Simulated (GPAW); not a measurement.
# KTaO3 (Pm-3m): refractive index against wavelength

The refractive index of KTaO3 (Pm-3m) below the direct gap (2.80 eV on the mesh) is read from one computed spectrum, n = √(Re ε).

It takes space group Pm-3m (No. 221, cubic). Conventional cell: a = 3.988 Å, b = 3.988 Å, c = 3.988 Å, α = 90.00°, β = 90.00°, γ = 90.00°. Ta on site a is surrounded by 6 O at 1.99 Å. K on site b has 12 O at 2.82 Å as nearest neighbours. Around O on site d lie 2 Ta at 1.99 Å.

Method: GPAW 26.7.0, PBE, RPA, k-mesh 8×8×8, local fields up to 70 eV, Lorentzian half width 0.12 eV.

Launch of the response step: `OMP_NUM_THREADS=1 python df.py`. The run took 2.0 min, its band step included, on 1 thread of Arm Neoverse V1 (shared host).

```
wavelength (nm)  photon energy E (eV)       n
           2000                 0.620  2.1834
           1550                 0.800  2.1905
           1310                 0.946  2.1978
           1064                 1.165  2.2115
            850                 1.459  2.2360
            700                 1.771  2.2722
            633                 1.959       ?
```

In the single-oscillator model n² − 1 = E₀E_d/(E₀² − E²), so 1/(n² − 1) = E₀/E_d − E²/(E₀E_d) is linear in E².

Working, on the rows shown:

| x = E² (eV²) | y = 1/(n² − 1) |
| --- | --- |
| 0.384302 | 0.265447 |
| 0.639837 | 0.263276 |
| 0.895757 | 0.261074 |
| 1.35784 | 0.257021 |
| 2.12762 | 0.250019 |
| 3.13716 | 0.240218 |

Means: x̄ = 1.4238, ȳ = 0.25618. Σ(x − x̄)(y − ȳ) = -0.04952, Σ(x − x̄)² = 5.409. Slope = -0.04952 / 5.409 = -0.009155; intercept = ȳ − slope · x̄ = 0.26921. Turned back into n, the line misses the rows shown by at most 0.001.

**Question.** What does the fit predict for the withheld row, and how well does it do?

**Answer.** At x = 3.8364 the line gives y = 0.23409, that is 2.2961. The run gave 2.3008, so the extrapolation is off by 0.0047, 4 % of the range in the table.

Refitted with all rows, the slope is -0.009391 and the intercept 0.26946. These give E₀ = √(intercept/−slope) = 5.36 eV and E_d = E₀/intercept = 19.9 eV; E₀ is 1.9 times the direct gap. The electronic limit at long wavelengths, without lattice vibrations, is n = √(1 + 1/intercept) = 2.171. Excitons are left out; PBE gaps are as a rule too small. The values come from a sum over the points of one k-mesh and carry its error, which grows as the direct gap shrinks. This version of GPAW has incomplete matrix elements in the optical limit, which can lower ε − 1 by up to a tenth where first-row anions or d states rule. Spin-orbit coupling is left out.

[Logs are printed without paths, hosts, clocks, repeated set-up lines and the standing remarks that a program may print on its own settings, such as how far it seeks lower states.]
